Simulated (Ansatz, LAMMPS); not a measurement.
# Elastic response of amorphous 32Ga2O3-68GeO2 (mol %) (69 atoms), part 3 of 3

How stiff is amorphous 32Ga2O3-68GeO2 (mol %) (69 atoms), and how do its levels respond to strain?

Ansatz 0.2.0; Kohn-Sham DFT, PBE, PAW (set soft_1), plane waves.

The cell: 12 Ga, 13 Ge and 44 O. The quench rate of 20 K/ps far exceeds what a furnace or splat quench reaches. The network of bonds at the start is that of the classical potential that made the cell. The Brillouin zone is sampled at Γ only.

So far. Step 5 (Volume -3 %): The relaxation converged after 8 steps, 0.148 eV below its start, with a largest force component of 0.030 eV/Å. Step 5 (Volume -3 %): Volume -3 %: the energy stands 0.263 eV above that of the reference, at a pressure of 3.62 GPa.

## 6. Volume +3 %

The relaxed cell is scaled to another volume.

Input and log are left out; they have the form of those shown for this kind of step.

Wall time 78 s (4 threads of Arm Neoverse V2, shared host); peak memory 1.1 GiB; 4.9 min of CPU time.

The relaxation converged after 9 steps, 0.131 eV below its start, with a largest force component of 0.049 eV/Å.

Volume +3 %: the energy stands 0.241 eV above that of the reference, at a pressure of -3.09 GPa.

## 7. Volume -6 %

The relaxed cell is scaled to another volume.

File input.yaml:

```yaml
crystal:
  lattice:
    - [9.17853, -0.18667, -0.18125]
    - [-0.18667, 8.78113, 0.29106]
    - [-0.18125, 0.29106, 9.24323]
  atoms:
    [... the 69 atom lines of step 4 ...]
kpoints:
  mp_grid: { grid: [1, 1, 1] }
hamiltonian:
  xc: pbe
  pseudopotentials: { kind: paw, azcp: { folder: soft_1 } }
scf:
  occupations: { method: fixed }
output:
  forces: true
  eigenvalues: true
  stress: true
relax:
  f_tol: 0.05
  max_steps: 70
```

Command:

```console
> ansatz run input.yaml --threads 4 --pin off --max-ram 8192MiB --backend cpu --events-out ev --progress --plain --runs-dir out
```

Numbers of over 12 decimals in the logs are rounded to 6 here.

The log of the run:

```text
[...]
Crystal: 69 atoms, lattice volume = 743.616 Å³
Basis set: ecut = 420 eV, 14557 PW (Γ), exchange–correlation on 128×120×128 points (8 copies of the dense FFT grid, shifted against one another)
Bands: 370, of which v1, the nominal top of the filled ones, is band 301 counted from 1 (300 counted from 0)
Symmetry: 1 space group operations
[...]
k-points: 1
[...]
SCF iter   1: F=—  HF=-126214.564729 eV  |F-HF|=—  |Δ(HF+E_count)|=         —  Δρ=1.20e-1  dr2=6.46e1  ethr=3.10e-3  ⟨swp⟩=5.0  Hψ=1249  notcnv=0  defer=66
[...]
SCF iter   9: F=—  HF=-126194.790270 eV  |F-HF|=—  |Δ(HF+E_count)|=   1.14e-4  Δρ=8.26e-5  dr2=4.32e-5  ethr=1.80e-8  ⟨swp⟩=2.0  Hψ=608  notcnv=0  defer=67
SCF iter  10: F=-126194.790276 eV  HF=-126194.790273 eV  |F-HF|=2.62e-6  |Δ(HF+E_count)|=   3.03e-6  Δρ=1.51e-5  dr2=1.74e-6  ethr=7.18e-9  ⟨swp⟩=12.0  Hψ=1860  notcnv=0
SCF 1 converged in 10 iterations: F = -126194.790276 eV  dr2 = 1.74e-6
[...]
relax step   1: F+E_penalty+E_count = -126194.79027552 eV  Δ(F+E_penalty+E_count) = +0.000e0 eV  max|allowed force component| = 9.241e-1 eV/Å  Δτ_max = 0.0000 Å  (10 SCF iters, dr2 threshold 6.25e-5 eV, accepted)
[...]
relax step   2: F+E_penalty+E_count = -126195.13776945 eV  Δ(F+E_penalty+E_count) = -3.475e-1 eV  max|allowed force component| = 4.750e-1 eV/Å  Δτ_max = 0.0534 Å  (6 SCF iters, dr2 threshold 5.34e-5 eV, accepted)
[...]
relax step   3: F+E_penalty+E_count = -126195.34110300 eV  Δ(F+E_penalty+E_count) = -2.033e-1 eV  max|allowed force component| = 2.270e-1 eV/Å  Δτ_max = 0.0667 Å  (7 SCF iters, dr2 threshold 1.41e-5 eV, accepted)
relax step   4: F+E_penalty+E_count = -126195.32305853 eV  Δ(F+E_penalty+E_count) = +1.804e-2 eV  max|allowed force component| = 7.289e-1 eV/Å  Δτ_max = 0.2000 Å  (8 SCF iters, dr2 threshold 1.18e-5 eV, rejected (line search))
relax step   5: F+E_penalty+E_count = -126195.41647479 eV  Δ(F+E_penalty+E_count) = -7.537e-2 eV  max|allowed force component| = 2.508e-1 eV/Å  Δτ_max = 0.0977 Å  (10 SCF iters, accepted)
relax step   6: F+E_penalty+E_count = -126195.40045936 eV  Δ(F+E_penalty+E_count) = +1.602e-2 eV  max|allowed force component| = 3.429e-1 eV/Å  Δτ_max = 0.1000 Å  (7 SCF iters, dr2 threshold 1.44e-5 eV, rejected (line search))
relax step   7: F+E_penalty+E_count = -126195.42373193 eV  Δ(F+E_penalty+E_count) = -7.257e-3 eV  max|allowed force component| = 1.901e-1 eV/Å  Δτ_max = 0.0446 Å  (9 SCF iters, accepted)
relax step   8: F+E_penalty+E_count = -126195.42876488 eV  Δ(F+E_penalty+E_count) = -5.033e-3 eV  max|allowed force component| = 2.709e-2 eV/Å  Δτ_max = 0.0140 Å  (6 SCF iters, dr2 threshold 2.08e-5 eV, accepted)
[...]
relax step   9: F+E_penalty+E_count = -126195.42876507 eV  Δ(F+E_penalty+E_count) = -1.962e-7 eV  max|allowed force component| = 2.717e-2 eV/Å  Δτ_max = 0.0000 Å  (4 SCF iters, accepted)
SCF converged after 4 iterations
Free energy (F): -126195.428765 eV
[...]
Internal energy: -126195.428765 eV  (E = F + TS)
E sigma→0 (E₀):  -126195.428765 eV
Fermi energy:    7.811973 eV
[...]
Σ components = -126195.428765   (vs F -126195.428765, Δ=0.00e0)
--- Forces (eV/Å), atoms counted from 1 ---
  atom   1  Ga    -0.00214057    -0.00482351    -0.01119570
  atom   2  Ga     0.00436242    -0.00327488     0.00176804
  atom   3  Ga     0.00457668    -0.00204599     0.00971677
  atom   4  Ga    -0.00316911     0.00385008     0.00896773
[...]
atom  69  O     -0.00017162    -0.00977759    -0.00053528
  max |Σ_I F_I| component: 6.91e-5 eV/Å
--- Stress (GPa, compression-positive) ---
        7.950906      -0.170023       0.440550
       -0.170022       8.187365       0.187127
        0.440551       0.187127       7.405088
  P = ⅓ Tr σ = 7.8478 GPa (78.478 kbar)
--- Band table (eV) ---
[...]
--- Relaxed structure (9 steps of the walk, 7 accepted, 0 SCFs on fresh bases) ---
  F+E_penalty+E_count = -126195.42876507 eV   max|allowed force component| = 2.717e-2 eV/Å
  atoms:
    - { symbol: Ga, position: [0.311328, 0.149069, 0.878721] }
    - { symbol: Ga, position: [0.949577, 0.263791, 0.867758] }
    - { symbol: Ga, position: [0.809971, 0.782271, 0.524484] }
    - { symbol: Ga, position: [0.495771, 0.597849, 0.614655] }
[...]
- { symbol: O, position: [0.533962, 0.405497, 0.541593] }
```

Wall time 67 s (4 threads of Arm Neoverse V2, shared host); peak memory 1 GiB.

The relaxation converged after 9 steps, 0.638 eV below its start, with a largest force component of 0.027 eV/Å.

Volume -6 %: the energy stands 1.10 eV above that of the reference, at a pressure of 7.85 GPa.

## 8. Volume +6 %

The relaxed cell is scaled to another volume.

Input and log are left out; they have the form of those shown for this kind of step.

Wall time 88 s (4 threads of Arm Neoverse V2, shared host); peak memory 1.2 GiB; 5.5 min of CPU time.

The relaxation converged after 10 steps, 0.523 eV below its start, with a largest force component of 0.029 eV/Å.

Volume +6 %: the energy stands 0.868 eV above that of the reference, at a pressure of -5.36 GPa.

## 9. Volume -10 %

The relaxed cell is scaled to another volume.

Input and log are left out; they have the form of those shown for this kind of step.

Elapsed: 61 s, on 4 threads of Arm Neoverse V2, shared host; peak memory 0.98 GiB.

The relaxation converged after 8 steps, 1.97 eV below its start, with a largest force component of 0.030 eV/Å.

Volume -10 %: the energy stands 3.29 eV above that of the reference, at a pressure of 14.4 GPa.

## 10. Stretched by 1 % along x

The relaxed cell is strained along x alone, which gives the stiffness along x and its coupling to y and z.

input.yaml, the sections that differ from step 7:

```yaml
crystal:
  lattice:
    - [9.4635, -0.19056, -0.18503]
    - [-0.19247, 8.96412, 0.29713]
    - [-0.18688, 0.29713, 9.43585]
  atoms:
    [... the 69 atom lines of step 4 ...]
# kpoints, hamiltonian, scf, output, relax: as in step 7
```

The log of the run:

```text
[...]
Crystal: 69 atoms, lattice volume = 798.991 Å³
Basis set: ecut = 420 eV, 15603 PW (Γ), exchange–correlation on 128×120×128 points (8 copies of the dense FFT grid, shifted against one another)
Bands: 370, of which v1, the nominal top of the filled ones, is band 301 counted from 1 (300 counted from 0)
Symmetry: 1 space group operations
[...]
k-points: 1
[...]
SCF iter   1: F=—  HF=-126214.389535 eV  |F-HF|=—  |Δ(HF+E_count)|=         —  Δρ=1.11e-1  dr2=5.77e1  ethr=3.10e-3  ⟨swp⟩=4.0  Hψ=1230  notcnv=0  defer=64
[...]
SCF iter   8: F=—  HF=-126196.450585 eV  |F-HF|=—  |Δ(HF+E_count)|=   1.24e-3  Δρ=2.02e-4  dr2=3.01e-4  ethr=1.31e-7  ⟨swp⟩=2.0  Hψ=543  notcnv=0  defer=67
SCF iter   9: F=-126196.450694 eV  HF=-126196.450682 eV  |F-HF|=1.21e-5  |Δ(HF+E_count)|=   9.78e-5  Δρ=7.49e-5  dr2=4.30e-5  ethr=1.04e-8  ⟨swp⟩=10.0  Hψ=1997  notcnv=0
SCF 1 converged in 9 iterations: F = -126196.450694 eV  dr2 = 4.30e-5
[...]
relax step   1: F+E_penalty+E_count = -126196.45069449 eV  Δ(F+E_penalty+E_count) = +0.000e0 eV  max|allowed force component| = 2.618e-1 eV/Å  Δτ_max = 0.0000 Å  (9 SCF iters, dr2 threshold 6.25e-5 eV, accepted)
[...]
relax step   2: F+E_penalty+E_count = -126196.47288058 eV  Δ(F+E_penalty+E_count) = -2.219e-2 eV  max|allowed force component| = 1.544e-1 eV/Å  Δτ_max = 0.0167 Å  (6 SCF iters, dr2 threshold 4.28e-6 eV, accepted)
[...]
relax step   3: F+E_penalty+E_count = -126196.48429945 eV  Δ(F+E_penalty+E_count) = -1.142e-2 eV  max|allowed force component| = 6.814e-2 eV/Å  Δτ_max = 0.0170 Å  (8 SCF iters, accepted)
relax step   4: F+E_penalty+E_count = -126196.42966542 eV  Δ(F+E_penalty+E_count) = +5.463e-2 eV  max|allowed force component| = 3.796e-1 eV/Å  Δτ_max = 0.2000 Å  (11 SCF iters, rejected (line search))
[...]
relax step   5: F+E_penalty+E_count = -126196.49341484 eV  Δ(F+E_penalty+E_count) = -9.115e-3 eV  max|allowed force component| = 4.035e-2 eV/Å  Δτ_max = 0.0636 Å  (10 SCF iters, accepted)
SCF converged after 10 iterations
Free energy (F): -126196.493415 eV
[...]
Internal energy: -126196.493415 eV  (E = F + TS)
E sigma→0 (E₀):  -126196.493415 eV
Fermi energy:    6.731900 eV
[...]
Σ components = -126196.493415   (vs F -126196.493415, Δ=0.00e0)
--- Forces (eV/Å), atoms counted from 1 ---
  atom   1  Ga     0.00277065     0.00076048     0.00110499
  atom   2  Ga     0.00929917    -0.00784270    -0.00625397
  atom   3  Ga     0.02644513     0.01675606    -0.01792646
  atom   4  Ga    -0.01152764    -0.01059345    -0.00066536
[...]
atom  69  O     -0.01311189     0.00976827     0.00348795
  max |Σ_I F_I| component: 9.49e-5 eV/Å
--- Stress (GPa, compression-positive) ---
       -1.412004      -0.010350      -0.007273
       -0.010350      -1.008609      -0.113265
       -0.007273      -0.113265      -0.768193
  P = ⅓ Tr σ = -1.0629 GPa (-10.629 kbar)
--- Band table (eV) ---
[...]
--- Relaxed structure (5 steps of the walk, 4 accepted, 0 SCFs on fresh bases) ---
  F+E_penalty+E_count = -126196.49341484 eV   max|allowed force component| = 4.035e-2 eV/Å
  atoms:
    - { symbol: Ga, position: [0.313362, 0.149830, 0.871501] }
    - { symbol: Ga, position: [0.961717, 0.262523, 0.862199] }
    - { symbol: Ga, position: [0.812767, 0.779943, 0.525864] }
    - { symbol: Ga, position: [0.500051, 0.601949, 0.613881] }
[...]
- { symbol: O, position: [0.545269, 0.412263, 0.541295] }
```

Elapsed: 43 s, on 4 threads; peak memory 1.1 GiB; 2.7 min of CPU time.

The relaxation converged after 5 steps, 0.0427 eV below its start, with a largest force component of 0.040 eV/Å.

Stretched by 1 % along x: the energy stands 0.0383 eV above that of the reference, at a pressure of -1.06 GPa.

## 11. Compressed by 1 % along x

The relaxed cell is strained along x alone, which gives the stiffness along x and its coupling to y and z.

input.yaml, the sections that differ from step 10:

```yaml
crystal:
  lattice:
    - [9.2761, -0.19056, -0.18503]
    - [-0.18865, 8.96412, 0.29713]
    - [-0.18318, 0.29713, 9.43585]
  atoms:
    [... the 69 atom lines of step 4 ...]
# kpoints, hamiltonian, scf, output, relax: as in step 10
```

The log of the run:

```text
[...]
Crystal: 69 atoms, lattice volume = 783.169 Å³
Basis set: ecut = 420 eV, 15301 PW (Γ), exchange–correlation on 128×120×128 points (8 copies of the dense FFT grid, shifted against one another)
Bands: 370, of which v1, the nominal top of the filled ones, is band 301 counted from 1 (300 counted from 0)
Symmetry: 1 space group operations
[...]
k-points: 1
[...]
SCF iter   1: F=—  HF=-126214.844965 eV  |F-HF|=—  |Δ(HF+E_count)|=         —  Δρ=1.14e-1  dr2=5.95e1  ethr=3.10e-3  ⟨swp⟩=4.0  Hψ=1236  notcnv=0  defer=67
[...]
SCF iter   9: F=—  HF=-126196.448689 eV  |F-HF|=—  |Δ(HF+E_count)|=   1.05e-4  Δρ=8.88e-5  dr2=5.41e-5  ethr=3.59e-8  ⟨swp⟩=2.0  Hψ=607  notcnv=0  defer=67
SCF iter  10: F=-126196.448705 eV  HF=-126196.448702 eV  |F-HF|=3.01e-6  |Δ(HF+E_count)|=   1.30e-5  Δρ=2.42e-5  dr2=4.62e-6  ethr=8.99e-9  ⟨swp⟩=11.0  Hψ=1854  notcnv=0
SCF 1 converged in 10 iterations: F = -126196.448705 eV  dr2 = 4.62e-6
[...]
relax step   1: F+E_penalty+E_count = -126196.44870495 eV  Δ(F+E_penalty+E_count) = +0.000e0 eV  max|allowed force component| = 2.997e-1 eV/Å  Δτ_max = 0.0000 Å  (10 SCF iters, dr2 threshold 6.25e-5 eV, accepted)
[...]
relax step   2: F+E_penalty+E_count = -126196.47212288 eV  Δ(F+E_penalty+E_count) = -2.342e-2 eV  max|allowed force component| = 1.546e-1 eV/Å  Δτ_max = 0.0159 Å  (6 SCF iters, dr2 threshold 5.61e-6 eV, accepted)
[...]
relax step   3: F+E_penalty+E_count = -126196.48416036 eV  Δ(F+E_penalty+E_count) = -1.204e-2 eV  max|allowed force component| = 6.393e-2 eV/Å  Δτ_max = 0.0172 Å  (8 SCF iters, accepted)
relax step   4: F+E_penalty+E_count = -126196.46420038 eV  Δ(F+E_penalty+E_count) = +1.996e-2 eV  max|allowed force component| = 1.370e-1 eV/Å  Δτ_max = 0.1698 Å  (9 SCF iters, rejected (line search))
[...]
relax step   5: F+E_penalty+E_count = -126196.48908310 eV  Δ(F+E_penalty+E_count) = -4.923e-3 eV  max|allowed force component| = 2.967e-2 eV/Å  Δτ_max = 0.0315 Å  (9 SCF iters, accepted)
SCF converged after 9 iterations
Free energy (F): -126196.489083 eV
[...]
Internal energy: -126196.489083 eV  (E = F + TS)
E sigma→0 (E₀):  -126196.489083 eV
Fermi energy:    7.043987 eV
[...]
Σ components = -126196.489083   (vs F -126196.489083, Δ=0.00e0)
--- Forces (eV/Å), atoms counted from 1 ---
  atom   1  Ga    -0.00519489     0.00114567     0.01064486
  atom   2  Ga     0.00053845     0.01933963     0.00856169
  atom   3  Ga    -0.00979651    -0.01485261     0.00033513
  atom   4  Ga     0.00300319     0.00818786     0.01379212
[...]
atom  69  O      0.02080542    -0.01813851    -0.00063197
  max |Σ_I F_I| component: 6.39e-5 eV/Å
--- Stress (GPa, compression-positive) ---
        1.660324      -0.063415       0.076281
       -0.063415       0.991139       0.085754
        0.076281       0.085754       0.816654
  P = ⅓ Tr σ = 1.1560 GPa (11.560 kbar)
--- Band table (eV) ---
[...]
--- Relaxed structure (5 steps of the walk, 4 accepted, 0 SCFs on fresh bases) ---
  F+E_penalty+E_count = -126196.48908310 eV   max|allowed force component| = 2.967e-2 eV/Å
  atoms:
    - { symbol: Ga, position: [0.312466, 0.149683, 0.872571] }
    - { symbol: Ga, position: [0.955677, 0.261832, 0.862168] }
    - { symbol: Ga, position: [0.813559, 0.779304, 0.523953] }
    - { symbol: Ga, position: [0.496419, 0.600244, 0.613641] }
[...]
- { symbol: O, position: [0.540057, 0.411853, 0.540201] }
```

Elapsed: 41 s, on 4 threads; peak memory 1.1 GiB.

The relaxation converged after 5 steps, 0.0404 eV below its start, with a largest force component of 0.030 eV/Å.

Compressed by 1 % along x: the energy stands 0.0426 eV above that of the reference, at a pressure of 1.16 GPa.

## 12. Sheared by 2 % in xy

A shear of the relaxed cell gives the modulus that volume changes can't reach.

input.yaml, the sections that differ from step 11:

```yaml
crystal:
  lattice:
    - [9.36789, -0.09686, -0.18503]
    - [-0.10092, 8.96221, 0.29713]
    - [-0.18206, 0.29528, 9.43585]
  atoms:
    [... the 69 atom lines of step 4 ...]
# kpoints, hamiltonian, scf, output, relax: as in step 11
```

The log of the run:

```text
[...]
Crystal: 69 atoms, lattice volume = 791.000 Å³
Basis set: ecut = 420 eV, 15453 PW (Γ), exchange–correlation on 128×120×128 points (8 copies of the dense FFT grid, shifted against one another)
Bands: 370, of which v1, the nominal top of the filled ones, is band 301 counted from 1 (300 counted from 0)
Symmetry: 1 space group operations
[...]
k-points: 1
[...]
SCF iter   1: F=—  HF=-126214.633908 eV  |F-HF|=—  |Δ(HF+E_count)|=         —  Δρ=1.13e-1  dr2=5.87e1  ethr=3.10e-3  ⟨swp⟩=4.0  Hψ=1230  notcnv=0  defer=67
[...]
SCF iter   9: F=—  HF=-126196.417516 eV  |F-HF|=—  |Δ(HF+E_count)|=   1.07e-4  Δρ=8.56e-5  dr2=5.18e-5  ethr=4.08e-8  ⟨swp⟩=2.0  Hψ=608  notcnv=0  defer=67
SCF iter  10: F=-126196.417536 eV  HF=-126196.417533 eV  |F-HF|=3.18e-6  |Δ(HF+E_count)|=   1.71e-5  Δρ=2.41e-5  dr2=4.70e-6  ethr=8.61e-9  ⟨swp⟩=11.0  Hψ=1917  notcnv=0
SCF 1 converged in 10 iterations: F = -126196.417536 eV  dr2 = 4.70e-6
[...]
relax step   1: F+E_penalty+E_count = -126196.41753591 eV  Δ(F+E_penalty+E_count) = +0.000e0 eV  max|allowed force component| = 3.934e-1 eV/Å  Δτ_max = 0.0000 Å  (10 SCF iters, dr2 threshold 6.25e-5 eV, accepted)
[...]
relax step   2: F+E_penalty+E_count = -126196.45303680 eV  Δ(F+E_penalty+E_count) = -3.550e-2 eV  max|allowed force component| = 2.059e-1 eV/Å  Δτ_max = 0.0159 Å  (6 SCF iters, dr2 threshold 9.67e-6 eV, accepted)
[...]
relax step   3: F+E_penalty+E_count = -126196.46757961 eV  Δ(F+E_penalty+E_count) = -1.454e-2 eV  max|allowed force component| = 7.591e-2 eV/Å  Δτ_max = 0.0158 Å  (6 SCF iters, dr2 threshold 2.65e-6 eV, accepted)
relax step   4: F+E_penalty+E_count = -126196.41712627 eV  Δ(F+E_penalty+E_count) = +5.045e-2 eV  max|allowed force component| = 2.824e-1 eV/Å  Δτ_max = 0.1487 Å  (10 SCF iters, rejected (line search))
[...]
relax step   5: F+E_penalty+E_count = -126196.47246529 eV  Δ(F+E_penalty+E_count) = -4.886e-3 eV  max|allowed force component| = 3.555e-2 eV/Å  Δτ_max = 0.0281 Å  (10 SCF iters, accepted)
SCF converged after 10 iterations
Free energy (F): -126196.472465 eV
[...]
Internal energy: -126196.472465 eV  (E = F + TS)
E sigma→0 (E₀):  -126196.472465 eV
Fermi energy:    6.881820 eV
[...]
Σ components = -126196.472465   (vs F -126196.472465, Δ=0.00e0)
--- Forces (eV/Å), atoms counted from 1 ---
  atom   1  Ga    -0.01240438    -0.00248660     0.00216238
  atom   2  Ga    -0.00270437    -0.00382971     0.00270806
  atom   3  Ga    -0.00533559    -0.02254985     0.00763306
  atom   4  Ga     0.00143891    -0.01160345    -0.00591020
[...]
atom  69  O     -0.01418864     0.00966147    -0.00263462
  max |Σ_I F_I| component: 6.68e-5 eV/Å
--- Stress (GPa, compression-positive) ---
        0.137073      -1.166824      -0.126068
       -1.166824       0.082901      -0.040766
       -0.126068      -0.040767      -0.046107
  P = ⅓ Tr σ = 0.0580 GPa (0.580 kbar)
--- Band table (eV) ---
[...]
--- Relaxed structure (5 steps of the walk, 4 accepted, 0 SCFs on fresh bases) ---
  F+E_penalty+E_count = -126196.47246529 eV   max|allowed force component| = 3.555e-2 eV/Å
  atoms:
    - { symbol: Ga, position: [0.313566, 0.149634, 0.870745] }
    - { symbol: Ga, position: [0.959106, 0.260146, 0.862126] }
    - { symbol: Ga, position: [0.811878, 0.781197, 0.525258] }
    - { symbol: Ga, position: [0.497778, 0.602792, 0.614293] }
[...]
- { symbol: O, position: [0.542973, 0.413399, 0.541390] }
```

Wall time 41 s (4 threads); peak memory 1.1 GiB.

The relaxation converged after 5 steps, 0.0549 eV below its start, with a largest force component of 0.036 eV/Å.

Sheared by 2 % in xy: the energy stands 0.0592 eV above that of the reference, at a pressure of 0.0580 GPa.

## 13. Pressure against volume

Atoms are relaxed at each volume, in the scaled cell.

```csv
volume change (%),volume (Å³/atom),energy change (meV/atom),pressure (GPa),largest move on relaxing (Å),bonds,gap (eV)
-10,10.318,47.70,14.43,0.29,126,2.12
-6,10.777,15.98,7.85,0.16,125,1.94
-3,11.121,3.81,3.62,0.08,122,1.80
+0,11.465,0.00,-0.01,-,121,1.66
+3,11.809,3.49,-3.09,0.07,120,1.53
+6,12.153,12.59,-5.36,0.20,117,1.39
```

## 14. Uniaxial strain and shear

Stress (GPa, compression positive) less that of the relaxed cell, atoms relaxed:

```csv
strain,xx,yy,zz,xy,energy change (meV/atom)
stretched by 1 % along x,-1.397,-1.002,-0.770,-0.007,0.55
compressed by 1 % along x,1.675,0.997,0.815,-0.060,0.62
sheared by 2 % in xy,0.152,0.089,-0.048,-1.163,0.86
```

## 15. Outcome

The bulk modulus, from the slope of pressure against ln V over the three points nearest the relaxed volume, is 112 GPa; a quadratic over all points gives a pressure derivative of about 4.9. The count of bonds runs from 117 to 126 over the series, so at some points contacts cross the cutoffs. The gap goes from 2.12 eV at the smallest volume to 1.39 eV at the largest, -4.5 eV per unit of ln V by a straight line, on the run's k-points. In the Cartesian axes of the cell, finite differences give C11 = 154, C12 = 100.0, C13 = 79.2 and C66 = 58.2 GPa (the shear of 2 % is the engineering strain, εxy = 0.01). The mean of C11, C12 and C13, which equals the bulk modulus in a cubic or isotropic solid, is 111 GPa: it agrees with the bulk modulus within 10 %. For an isotropic solid C66 would equal (C11 − C12)/2 = 26.8 GPa; so small a sample needn't be isotropic, and C66 rests on one shear. The two differ too much for isotropic moduli to be formed.

**Limits.** Strains are finite and relaxations stop at the force tolerance of the input, which can leave moduli too stiff; they are those of a static cell at zero temperature. Volumes are changed with the cell's shape held, so in an anisotropic solid the modulus lies over the one under free hydrostatic load. The program notes that the SCF threshold of the relaxations is loose for the stress.

The DFT runs together took 12 min of wall time.

[Logs are printed without paths, hosts, clocks, repeated set-up lines and the standing remarks that a program may print on its own settings, such as how far it seeks lower states.]

[Hosts, paths, dates, database ids (printed as entryN), source tags and the programs' standing remarks are cut or masked in the printed files.]
